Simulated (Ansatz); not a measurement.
Two G0W0 runs on SnSeS (1T monolayer).

The cell holds 3 atoms: 1 Sn, 1 S and 1 Se. Its edges and angles: a = 3.697 Å, b = 3.697 Å, c = 29.300 Å, α = 90.0°, β = 90.0°, γ = 120.0°. Vacuum lies along c.

```
Sn S Se
1.0
     3.69696    0.00000    0.00000
    -1.84848    3.20166    0.00000
     0.00000    0.00000   29.30000
Sn S Se
1 1 1
Direct
  0.00000 0.00000 0.50261
  0.33333 0.66667 0.55239
  0.66667 0.33333 0.44761
```

The structure was relaxed with PBEsol-D3(BJ). The runs that relaxed it are not among those shown.

The first (Ansatz 0.2.0; start PBEsol, 6×6×1 mesh, 511 empty bands, screening to 75 eV, PAW set soft_1 files; 4 threads of Arm Neoverse V1, shared host) gave, on its mesh: starting gap 0.87 eV, G0W0 gap 2.00 eV, mean of 1 + 4πα/V (set by the cell height) 2.39, 7.9 min.

**Question.** The second changes empty bands from 511 to 206 and screening cutoff (eV) from 75.0 to 41. What does it give?

It gave: starting gap 0.87 eV, G0W0 gap 1.96 eV, mean of 1 + 4πα/V (set by the cell height) 2.42, 81 s. The G0W0 gap moves by −0.04 eV, −0.0001 eV from the start and −0.04 eV from the correction. Σc changes by +0.31 eV at the valence top and +0.27 eV at the conduction bottom, and Σx − Vxc between them by −0.0001 eV.

Limits: not at the basis limit; coarse mesh for a sheet; no spin-orbit coupling.

[Paths, hosts, dates, memory and timing lines, banners, echoed tables and standing remarks are left out of the program output.]

[Logs are printed without paths, hosts, clocks, repeated set-up lines and the standing remarks that a program may print on its own settings, such as how far it seeks lower states.]

[Runs of the session that timed out or met a known fault of the program may be left out.]

[Cells called generated may have been cut or substituted from an entry of the Crystallography Open Database or the Materials Project.]

[Hosts, paths, dates, database ids (printed as entryN), source tags and the programs' standing remarks are cut or masked in the printed files.]
